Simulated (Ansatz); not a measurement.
# AlPt3N (built on the sites of a database entry of InNi3N): a soft mode frozen in, part 2 of 3

Wanted: the energy along a soft mode of AlPt3N (built on the sites of a database entry of InNi3N) and the structure at the end.

Ansatz 0.2.0; DFT RPBE, scalar-relativistic, plane waves, PAW.

So far, highest frequency on the path or at a solved wavevector (cm⁻¹): step 2 (response at finite wavevector) 513. Also lowest frequency on the path (cm⁻¹): step 2 -140.

The structure was built from a prototype and need not be the compound's stable phase.

## (5) Energy along the mode, all amplitudes (two of the runs are shown above)

An imaginary frequency means negative curvature, so the energy should fall and then rise again as anharmonic terms take over.

Numbers from this step:

```
depth at the lowest point sampled  : 2.254 meV/atom
largest atomic shift at that point : 0.14 Å
```

Energy from the parent against largest atomic shift:

```csv
largest atomic shift (Å),energy from the parent (meV/atom)
0.0000,0
0.0400,-0.58
0.0800,-1.83
0.1400,-2.25
0.2200,6.92
```

Displacement at unit largest shift by atom:

```csv
atom,x (Å),y (Å),z (Å),size
Al1,0.00,0.89,0.00,0.89
Pt2,0.00,-0.18,0.00,0.18
Pt3,0.00,0.17,0.00,0.17
Pt4,0.00,-0.18,0.00,0.18
N5,0.00,1.00,0.00,1.00
```

The lowest of the steps tried is at 0.14 Å, 2.25 meV/atom below the parent; the bottom of the well need not coincide with a step.

## (6) Relaxing from the distorted cell

Starting from the lowest point found, all atoms and the cell are let go, so that strain and other modes of the same symmetry can join in.

input.yaml reads:

```yaml
crystal:
  lattice:
    - [4.2086436197, 0.0, 0.0]
    - [0.0, 4.2086436197, 0.0]
    - [0.0, 0.0, 4.2086436197]
  atoms:
    - { symbol: Al, position: [0.0, 0.0295170158, 0.0] }
    - { symbol: Pt, position: [0.5, 0.4938919646, 0.0] }
    - { symbol: Pt, position: [0.5, 0.0057452398, 0.5] }
    - { symbol: Pt, position: [0.0, 0.4938919646, 0.5] }
    - { symbol: "N", position: [0.5, 0.5332648741, 0.5] }
kpoints:
  mp_grid: { grid: [8, 8, 8] }
hamiltonian:
  xc: rpbe
scf:
  occupations: { method: methfessel_paxton, width: 0.2 }
output:
  forces: true
  stress: true
  eigenvalues: true
relax:
  adjacent_minimum: "off"
  f_tol: 0.002
  max_steps: 120
  cell: { stress_tol: 0.03 }
```

On the command line:

```console
$ ansatz run input.yaml --threads 8 --pin off --max-ram 14336MiB --backend cpu --events-out ev --progress --plain --runs-dir out
```

Numbers of over 12 decimals in the logs are rounded to 6 here.

The log of the run:

```text
[...]
Crystal: 5 atoms, lattice volume = 74.546 Å³
Basis set: ecut = 420 eV, 1419 PW (Γ), exchange–correlation on 60×60×60 points (8 copies of the dense FFT grid, shifted against one another)
Bands: 38, of which v1, the nominal top of the filled ones, is band 31 counted from 1 (30 counted from 0)
Symmetry: 8 space group operations
[...]
k-points: 75 of 512 (time reversal used)
[...]
SCF iter   1: F=—  HF=-38534.599046 eV  |F-HF|=—  |Δ(HF+E_count)|=         —  Δρ=1.12e-2  dr2=1.22e-1  ethr=1.77e-3  ⟨swp⟩=5.5  Hψ=10281  notcnv=0
[...]
SCF iter   7: F=-38534.571925 eV  HF=-38534.571925 eV  |F-HF|=2.44e-9  |Δ(HF+E_count)|=   7.56e-9  S|Δr|=    0.00e0  Δρ=2.86e-6  dr2=8.28e-9  ethr=1.61e-10  ⟨swp⟩=7.6  Hψ=9898  notcnv=0
SCF 1 converged in 7 iterations: F = -38534.571925 eV  dr2 = 8.28e-9
[...]
relax step   1: F+E_penalty+E_count = -38534.57192462 eV  Δ(F+E_penalty+E_count) = +0.000e0 eV  max|allowed force component| = 5.687e-1 eV/Å  Δτ_max = 0.0000 Å  P = +0.747 GPa  Ω = 74.546 Å³  (7 SCF iters, dr2 threshold 1.00e-7 eV, accepted)
Crystal: 5 atoms, lattice volume = 74.962 Å³
Basis set: ecut = 420 eV, 1427 PW (Γ), exchange–correlation on 60×60×60 points (8 copies of the dense FFT grid, shifted against one another)
[...]
SCF iter   5: F=-38534.604938 eV  HF=-38534.604938 eV  |F-HF|=1.13e-7  |Δ(HF+E_count)|=   2.55e-7  S|Δr|=    0.00e0  Δρ=2.06e-5  dr2=4.16e-7  ethr=8.06e-10  ⟨swp⟩=5.2  Hψ=11148  notcnv=0
SCF 2 converged in 5 iterations: F = -38534.604938 eV  dr2 = 4.16e-7
relax step   2: F+E_penalty+E_count = -38534.60493822 eV  Δ(F+E_penalty+E_count) = -3.301e-2 eV  max|allowed force component| = 2.279e-1 eV/Å  Δτ_max = 0.0530 Å  P = -0.054 GPa  Ω = 74.962 Å³  energy of the carried Pulay correction = -4.773e-4 eV  (5 SCF iters, dr2 threshold 5.00e-7 eV, accepted)
Crystal: 5 atoms, lattice volume = 75.049 Å³
Basis set: ecut = 420 eV, 1439 PW (Γ), exchange–correlation on 60×60×60 points (8 copies of the dense FFT grid, shifted against one another)
[...]
SCF iter   6: F=-38534.657570 eV  HF=-38534.657570 eV  |F-HF|=8.62e-8  |Δ(HF+E_count)|=   1.24e-7  S|Δr|=    0.00e0  Δρ=1.87e-5  dr2=3.31e-7  ethr=8.06e-10  ⟨swp⟩=5.6  Hψ=11197  notcnv=0
SCF 3 converged in 6 iterations: F = -38534.657570 eV  dr2 = 3.31e-7
[...]
relax step   3: F+E_penalty+E_count = -38534.65756952 eV  Δ(F+E_penalty+E_count) = -5.263e-2 eV  max|allowed force component| = 4.251e-1 eV/Å  Δτ_max = 0.1956 Å  P = +2.596 GPa  Ω = 75.049 Å³  energy of the carried Pulay correction = -5.765e-4 eV  (6 SCF iters, dr2 threshold 5.00e-7 eV, accepted)
[... from here on, the SCF cycles and remarks between the steps are left out ...]
relax step   4: F+E_penalty+E_count = -38534.67618488 eV  Δ(F+E_penalty+E_count) = -1.862e-2 eV  max|allowed force component| = 5.175e-1 eV/Å  Δτ_max = 0.0646 Å  P = +0.014 GPa  Ω = 76.779 Å³  energy of the carried Pulay correction = -2.533e-3 eV  (6 SCF iters, dr2 threshold 5.00e-7 eV, accepted)
relax step   5: F+E_penalty+E_count = -38534.68925945 eV  Δ(F+E_penalty+E_count) = -1.307e-2 eV  max|allowed force component| = 3.813e-1 eV/Å  Δτ_max = 0.0377 Å  P = -1.749 GPa  Ω = 77.384 Å³  energy of the carried Pulay correction = -3.206e-3 eV  (5 SCF iters, dr2 threshold 5.00e-7 eV, accepted)
relax step   6: F+E_penalty+E_count = -38534.71978762 eV  Δ(F+E_penalty+E_count) = -3.053e-2 eV  max|allowed force component| = 3.181e-1 eV/Å  Δτ_max = 0.0470 Å  P = +0.183 GPa  Ω = 76.906 Å³  energy of the carried Pulay correction = -2.675e-3 eV  (6 SCF iters, dr2 threshold 5.00e-7 eV, accepted)
relax step   7: F+E_penalty+E_count = -38534.73517907 eV  Δ(F+E_penalty+E_count) = -1.539e-2 eV  max|allowed force component| = 2.013e-1 eV/Å  Δτ_max = 0.0659 Å  P = +0.576 GPa  Ω = 77.918 Å³  energy of the carried Pulay correction = -3.797e-3 eV  (6 SCF iters, dr2 threshold 5.00e-7 eV, accepted)
relax step   8: F+E_penalty+E_count = -38534.73996329 eV  Δ(F+E_penalty+E_count) = -4.784e-3 eV  max|allowed force component| = 3.936e-2 eV/Å  Δτ_max = 0.0180 Å  P = +0.430 GPa  Ω = 78.142 Å³  energy of the carried Pulay correction = -4.043e-3 eV  (5 SCF iters, dr2 threshold 5.00e-7 eV, accepted)
relax step   9: F+E_penalty+E_count = -38534.74015565 eV  Δ(F+E_penalty+E_count) = -1.924e-4 eV  max|allowed force component| = 1.530e-2 eV/Å  Δτ_max = 0.0074 Å  P = -0.273 GPa  Ω = 78.398 Å³  energy of the carried Pulay correction = -4.323e-3 eV  (5 SCF iters, dr2 threshold 5.00e-7 eV, accepted)
relax step  10: F+E_penalty+E_count = -38534.74040226 eV  Δ(F+E_penalty+E_count) = -2.466e-4 eV  max|allowed force component| = 1.648e-3 eV/Å  Δτ_max = 0.0006 Å  P = +0.001 GPa  Ω = 78.277 Å³  energy of the carried Pulay correction = -4.191e-3 eV  (4 SCF iters, dr2 threshold 2.17e-7 eV, accepted)
relax step  11: F+E_penalty+E_count = -38534.75910439 eV  Δ(F+E_penalty+E_count) = -1.870e-2 eV  max|allowed force component| = 1.664e-3 eV/Å  Δτ_max = 0.0000 Å  P = +0.348 GPa  Ω = 78.277 Å³  stress off target by 9.51e-1 GPa  SCF on the basis re-selected at this cell (its energy is not comparable with the rows above)  (7 SCF iters)
relax step  12: F+E_penalty+E_count = -38534.76206172 eV  Δ(F+E_penalty+E_count) = -2.957e-3 eV  max|allowed force component| = 5.979e-3 eV/Å  Δτ_max = 0.0128 Å  P = +0.152 GPa  Ω = 78.670 Å³  energy of the carried Pulay correction = -3.982e-4 eV  (5 SCF iters, dr2 threshold 5.00e-7 eV, accepted)
relax step  13: F+E_penalty+E_count = -38534.76244745 eV  Δ(F+E_penalty+E_count) = -3.857e-4 eV  max|allowed force component| = 1.326e-2 eV/Å  Δτ_max = 0.0071 Å  P = +0.030 GPa  Ω = 78.933 Å³  energy of the carried Pulay correction = -6.744e-4 eV  (5 SCF iters, dr2 threshold 3.97e-7 eV, accepted)
relax step  14: F+E_penalty+E_count = -38534.76247180 eV  Δ(F+E_penalty+E_count) = -2.436e-5 eV  max|allowed force component| = 1.122e-2 eV/Å  Δτ_max = 0.0027 Å  P = -0.003 GPa  Ω = 78.972 Å³  energy of the carried Pulay correction = -7.148e-4 eV  (6 SCF iters, dr2 threshold 1.10e-8 eV, accepted)
relax step  15: F+E_penalty+E_count = -38534.76251913 eV  Δ(F+E_penalty+E_count) = -4.733e-5 eV  max|allowed force component| = 1.584e-2 eV/Å  Δτ_max = 0.0059 Å  P = -0.012 GPa  Ω = 79.036 Å³  energy of the carried Pulay correction = -7.799e-4 eV  (6 SCF iters, dr2 threshold 7.86e-9 eV, accepted)
relax step  16: F+E_penalty+E_count = -38534.76292276 eV  Δ(F+E_penalty+E_count) = -4.036e-4 eV  max|allowed force component| = 4.311e-2 eV/Å  Δτ_max = 0.0087 Å  P = -0.011 GPa  Ω = 79.143 Å³  energy of the carried Pulay correction = -8.900e-4 eV  (7 SCF iters, dr2 threshold 1.57e-8 eV, accepted)
relax step  17: F+E_penalty+E_count = -38534.78009025 eV  Δ(F+E_penalty+E_count) = -1.717e-2 eV  max|allowed force component| = 3.097e-1 eV/Å  Δτ_max = 0.0345 Å  P = -0.045 GPa  Ω = 79.562 Å³  energy of the carried Pulay correction = -1.330e-3 eV  (7 SCF iters, dr2 threshold 1.16e-7 eV, accepted)
relax step  18: F+E_penalty+E_count = -38535.05004757 eV  Δ(F+E_penalty+E_count) = -2.700e-1 eV  max|allowed force component| = 8.919e-1 eV/Å  Δτ_max = 0.1143 Å  P = -1.285 GPa  Ω = 80.206 Å³  energy of the carried Pulay correction = -1.980e-3 eV  (7 SCF iters, dr2 threshold 5.00e-7 eV, accepted)
relax step  19: F+E_penalty+E_count = -38535.60376363 eV  Δ(F+E_penalty+E_count) = -5.537e-1 eV  max|allowed force component| = 9.299e-1 eV/Å  Δτ_max = 0.1596 Å  P = -2.983 GPa  Ω = 79.555 Å³  energy of the carried Pulay correction = -9.826e-4 eV  (8 SCF iters, dr2 threshold 5.00e-7 eV, accepted)
relax step  20: F+E_penalty+E_count = -38535.21409039 eV  Δ(F+E_penalty+E_count) = +3.897e-1 eV  max|allowed force component| = 1.992e0 eV/Å  Δτ_max = 0.1371 Å  P = +7.641 GPa  Ω = 75.514 Å³  energy of the carried Pulay correction = +3.334e-3 eV  (7 SCF iters, dr2 threshold 5.00e-7 eV, rejected (line search))
relax step  21: F+E_penalty+E_count = -38535.71782839 eV  Δ(F+E_penalty+E_count) = -1.141e-1 eV  max|allowed force component| = 2.787e-1 eV/Å  Δτ_max = 0.0203 Å  P = +0.062 GPa  Ω = 77.938 Å³  energy of the carried Pulay correction = +9.491e-4 eV  (10 SCF iters, accepted)
relax step  22: F+E_penalty+E_count = -38535.71413714 eV  Δ(F+E_penalty+E_count) = +3.691e-3 eV  max|allowed force component| = 3.462e-1 eV/Å  Δτ_max = 0.0273 Å  P = -0.698 GPa  Ω = 78.259 Å³  energy of the carried Pulay correction = +6.755e-4 eV  (6 SCF iters, dr2 threshold 5.00e-7 eV, rejected (line search))
relax step  23: F+E_penalty+E_count = -38535.72733190 eV  Δ(F+E_penalty+E_count) = -9.504e-3 eV  max|allowed force component| = 3.863e-2 eV/Å  Δτ_max = 0.0162 Å  P = -0.123 GPa  Ω = 77.926 Å³  energy of the carried Pulay correction = +9.842e-4 eV  (9 SCF iters, accepted)
relax step  24: F+E_penalty+E_count = -38535.72766382 eV  Δ(F+E_penalty+E_count) = -3.319e-4 eV  max|allowed force component| = 2.659e-2 eV/Å  Δτ_max = 0.0039 Å  P = +0.036 GPa  Ω = 77.815 Å³  energy of the carried Pulay correction = +1.098e-3 eV  (4 SCF iters, dr2 threshold 9.32e-8 eV, accepted)
relax step  25: F+E_penalty+E_count = -38535.72770016 eV  Δ(F+E_penalty+E_count) = -3.635e-5 eV  max|allowed force component| = 3.513e-3 eV/Å  Δτ_max = 0.0017 Å  P = -0.046 GPa  Ω = 77.830 Å³  energy of the carried Pulay correction = +1.083e-3 eV  (5 SCF iters, dr2 threshold 4.42e-8 eV, accepted)
relax step  26: F+E_penalty+E_count = -38535.72772376 eV  Δ(F+E_penalty+E_count) = -2.360e-5 eV  max|allowed force component| = 8.739e-4 eV/Å  Δτ_max = 0.0003 Å  P = +0.008 GPa  Ω = 77.811 Å³  energy of the carried Pulay correction = +1.103e-3 eV  (4 SCF iters, dr2 threshold 6.38e-9 eV, accepted)
relax step  27: F+E_penalty+E_count = -38535.76338883 eV  Δ(F+E_penalty+E_count) = -3.567e-2 eV  max|allowed force component| = 4.526e-3 eV/Å  Δτ_max = 0.0000 Å  P = +0.676 GPa  Ω = 77.811 Å³  stress off target by 1.94e0 GPa  SCF on the basis re-selected at this cell (its energy is not comparable with the rows above)  (8 SCF iters)
relax step  28: F+E_penalty+E_count = -38535.76736053 eV  Δ(F+E_penalty+E_count) = -3.972e-3 eV  max|allowed force component| = 4.762e-3 eV/Å  Δτ_max = 0.0085 Å  P = +0.133 GPa  Ω = 78.192 Å³  energy of the carried Pulay correction = -3.923e-4 eV  (5 SCF iters, dr2 threshold 5.00e-7 eV, accepted)
relax step  29: F+E_penalty+E_count = -38535.76742194 eV  Δ(F+E_penalty+E_count) = -6.140e-5 eV  max|allowed force component| = 1.613e-3 eV/Å  Δτ_max = 0.0029 Å  P = -0.034 GPa  Ω = 78.318 Å³  energy of the carried Pulay correction = -5.206e-4 eV  (4 SCF iters, dr2 threshold 3.78e-7 eV, accepted)
relax step  30: F+E_penalty+E_count = -38535.76745417 eV  Δ(F+E_penalty+E_count) = -3.223e-5 eV  max|allowed force component| = 2.267e-4 eV/Å  Δτ_max = 0.0004 Å  P = -0.001 GPa  Ω = 78.295 Å³  energy of the carried Pulay correction = -4.972e-4 eV  (4 SCF iters, dr2 threshold 1.94e-8 eV, accepted)
[...]
SCF iter   6: F=-38535.767977 eV  HF=-38535.767977 eV  |F-HF|=7.28e-12  |Δ(HF+E_count)|=    0.00e0  S|Δr|=    0.00e0  Δρ=5.86e-8  dr2=3.13e-12  ethr=1.00e-12  ⟨swp⟩=6.1  Hψ=12208  notcnv=0
SCF 31 converged in 6 iterations: F = -38535.767977 eV  dr2 = 3.13e-12
relax step  31: F+E_penalty+E_count = -38535.76797658 eV  Δ(F+E_penalty+E_count) = -5.224e-4 eV  max|allowed force component| = 3.996e-4 eV/Å  Δτ_max = 0.0000 Å  P = +0.006 GPa  Ω = 78.295 Å³  stress off target by 1.57e-2 GPa  SCF on the basis re-selected at this cell (its energy is not comparable with the rows above)  (6 SCF iters)
[...]
SCF converged after 6 iterations
[...]
Free energy (F): -38535.767977 eV
[...]
Internal energy: -38535.768957 eV  (E = F + TS)
E sigma→0 (E₀):  -38535.768222 eV
Entropy (-TS):   0.000980 eV (0.196 meV/atom)
Fermi energy:    15.778082 eV
[...]
--- Forces (eV/Å), atoms counted from 1 ---
  atom   1  Al    -0.00000000    -0.00011490    -0.00000000
  atom   2  Pt    -0.00000000     0.00011778    -0.00000000
  atom   3  Pt     0.00000000    -0.00039964     0.00000000
  atom   4  Pt     0.00000000     0.00011778     0.00000000
  atom   5  N      0.00000000     0.00027855     0.00000000
  max |Σ_I F_I| component: 4.18e-7 eV/Å
--- Stress (GPa, compression-positive) ---
        0.000582      -0.000000      -0.000000
       -0.000000       0.015728       0.000000
       -0.000000       0.000000       0.000582
  P = ⅓ Tr σ = 0.0056 GPa (0.056 kbar)
--- Band table (eV; the first three rows and the last of 75) ---
  k-point 0: bands = [... 27 lower, 14.2103, 14.7471, 15.0282, 15.0282, 16.3447, 17.0629, 19.5537, 19.5537, ... 3 higher]
  k-point 1: bands = [... 27 lower, 14.1478, 14.5079, 14.8456, 14.8504, 16.2253, 17.4990, 18.3676, 19.8220, ... 3 higher]
  k-point 2: bands = [... 27 lower, 13.9948, 14.3768, 14.3786, 14.5352, 16.1035, 17.0795, 18.2573, 19.5810, ... 3 higher]
  k-point 74: bands = [... 27 lower, 14.0739, 14.0774, 14.1623, 14.3383, 14.3681, 16.7463, 16.7463, 18.2933, ... 3 higher]
--- Relaxed structure (28 steps of the walk, 26 accepted, 3 SCFs on fresh bases) ---
  F+E_penalty+E_count = -38535.76797658 eV   max|allowed force component| = 3.996e-4 eV/Å   (the final SCF, on the basis selected at the relaxed cell)
  cell:  # Å, volume = 78.2948 Å³
    - [3.773111, 0, 0.0]
    - [0, 5.499632, 0.0]
    - [0.0, 0.0, 3.773111]
  atoms:
    - { symbol: Al, position: [0, 0.081254, 0.0] }
    - { symbol: Pt, position: [0.5, 0.418707, 0.0] }
    - { symbol: Pt, position: [0.5, 0.00618518, 0.5] }
    - { symbol: Pt, position: [0, 0.418707, 0.5] }
    - { symbol: N, position: [0.5, 0.631458, 0.5] }
```

The job ended after 69 s (8 threads of Arm Neoverse V2, shared host; peak memory 0.58 GiB).

Step by step (22 of 31):

```csv
step,energy less that of the first step (eV),largest force component (eV/Å),pressure (GPa),volume (Å³)
1,0.0000,0.5687,0.75,74.55
2,-0.0330,0.2279,-0.05,74.96
4,-0.1043,0.5175,0.01,76.78
5,-0.1173,0.3813,-1.75,77.38
7,-0.1633,0.2013,0.58,77.92
8,-0.1680,0.0394,0.43,78.14
10,-0.1685,0.0016,0.00,78.28
11*,-0.1872,0.0017,0.35,78.28
12,-0.1901,0.0060,0.15,78.67
14,-0.1905,0.0112,0.00,78.97
15,-0.1906,0.0158,-0.01,79.04
17,-0.2082,0.3097,-0.04,79.56
18,-0.4781,0.8919,-1.29,80.21
20,-0.6422,1.9922,7.64,75.51
21,-1.1459,0.2787,0.06,77.94
22,-1.1422,0.3462,-0.70,78.26
24,-1.1557,0.0266,0.04,77.81
25,-1.1558,0.0035,-0.05,77.83
27*,-1.1915,0.0045,0.68,77.81
28,-1.1954,0.0048,0.13,78.19
30,-1.1955,0.0002,0.00,78.29
31*,-1.1961,0.0004,0.01,78.29
```

Relaxation steps marked * repeat the geometry before them on a plane-wave basis chosen anew for their cell, so energy and pressure can jump there. Other such steps can lie between the rows shown. Relaxation steps 20, 22 were tried and not accepted.

The run keeps the 8 symmetry operations that it works with, so distortions that break them were not tested.

```csv
cell as run,before,after,change
a (Å),4.209,3.773,-10.3 %
b (Å),4.209,5.500,+30.7 %
c (Å),4.209,3.773,-10.3 %
volume (Å³/atom),14.91,15.66,+5.0 %
```

The atoms that moved most (Å, as changes of fractional coordinates times the final cell):

```csv
atom,dx,dy,dz,length
N5,0.000,0.540,0.000,0.540
Pt2,0.000,-0.413,0.000,0.413
Pt4,0.000,-0.413,0.000,0.413
Al1,0.000,0.285,0.000,0.285
```

Final coordinates:

```xyz
5
Lattice="3.7731 0.0000 0.0000 0.0000 5.4996 0.0000 0.0000 0.0000 3.7731" Properties=species:S:1:pos:R:3 pbc="T T T"
Al    0.0000    0.4469    0.0000
Pt    1.8866    2.3027    0.0000
Pt    1.8866    0.0340    1.8866
Pt    0.0000    2.3027    1.8866
N     1.8866    3.4728    1.8866
```

Numbers from this step:

```
pressure        : 0.005631 GPa
volume per atom : 15.66 Å³
```

The distorted start has space group P4mm; the relaxation ends in P4mm.

## (7) The new phase in its own primitive cell

The relaxed structure is symmetrised, reduced to its primitive cell and relaxed tightly, as its phonons need.

input.yaml, the sections that differ from step 6:

```yaml
crystal:
  lattice:
    - [3.7731108543, 0.0, 0.0]
    - [0.0, 3.7731108543, 0.0]
    - [0.0, 0.0, 5.4996320373]
  atoms:
    - { symbol: Al, position: [0.0, 0.0, 0.9187456756] }
    - { symbol: Pt, position: [0.5, 0.0, 0.5812934614] }
    - { symbol: Pt, position: [0.5, 0.5, 0.9938148236] }
    - { symbol: Pt, position: [0.0, 0.5, 0.5812934614] }
    - { symbol: "N", position: [0.5, 0.5, 0.368541519] }
kpoints:
  mp_grid: { grid: [10, 10, 8] }
relax:
  adjacent_minimum: "off"
  f_tol: 0.001
  max_steps: 60
  cell: { stress_tol: 0.01 }
# hamiltonian, scf, output: as in step 6
```

The log of the run:

```text
[...]
Crystal: 5 atoms, lattice volume = 78.295 Å³
Basis set: ecut = 420 eV, 1507 PW (Γ), exchange–correlation on 54×54×80 points (8 copies of the dense FFT grid, shifted against one another)
Bands: 38, of which v1, the nominal top of the filled ones, is band 31 counted from 1 (30 counted from 0)
Symmetry: 8 space group operations
[...]
k-points: 105 of 800 (time reversal used)
[...]
--- Relaxed structure (5 steps of the walk, 5 accepted, 1 SCFs on fresh bases) ---
[...]
cell:  # Å, volume = 78.2704 Å³
    - [3.772649, 0.0, 0]
    - [0.0, 3.772649, 0.0]
    - [0, 0.0, 5.499265]
  atoms:
    - { symbol: Al, position: [0, 0.0, 0.919340] }
    - { symbol: Pt, position: [0.5, 0.0, 0.581297] }
    - { symbol: Pt, position: [0.5, 0.5, 0.993385] }
    - { symbol: Pt, position: [0, 0.5, 0.581297] }
    - { symbol: N, position: [0.5, 0.5, 0.368369] }
[key lines of the parts left out:]
SCF converged after 6 iterations
Free energy (F): -38535.763036 eV
Fermi energy:    15.762996 eV
P = ⅓ Tr σ = -0.0005 GPa (-0.005 kbar)
```

Wall time 17 s (8 threads); peak memory 0.6 GiB; 2.2 min of CPU time.

Little changed from the start: no atom moved by 0.005 Å and no cell edge by 0.1 %.

This step gave:

| Item | Value |
| --- | --- |
| pressure | -5.26e-4 GPa |
| volume per atom | 15.65 Å³ |

The largest force component left is 0.18 meV/Å and the pressure is -0.001 GPa, within the tolerances set. The cell now holds 15.65 Å³/atom.

(Part 2 of 3 ends here.)

[Logs are printed without paths, hosts, clocks, repeated set-up lines and the standing remarks that a program may print on its own settings, such as how far it seeks lower states.]

[Hosts, paths, dates, database ids (printed as entryN), source tags and the programs' standing remarks are cut or masked in the printed files.]
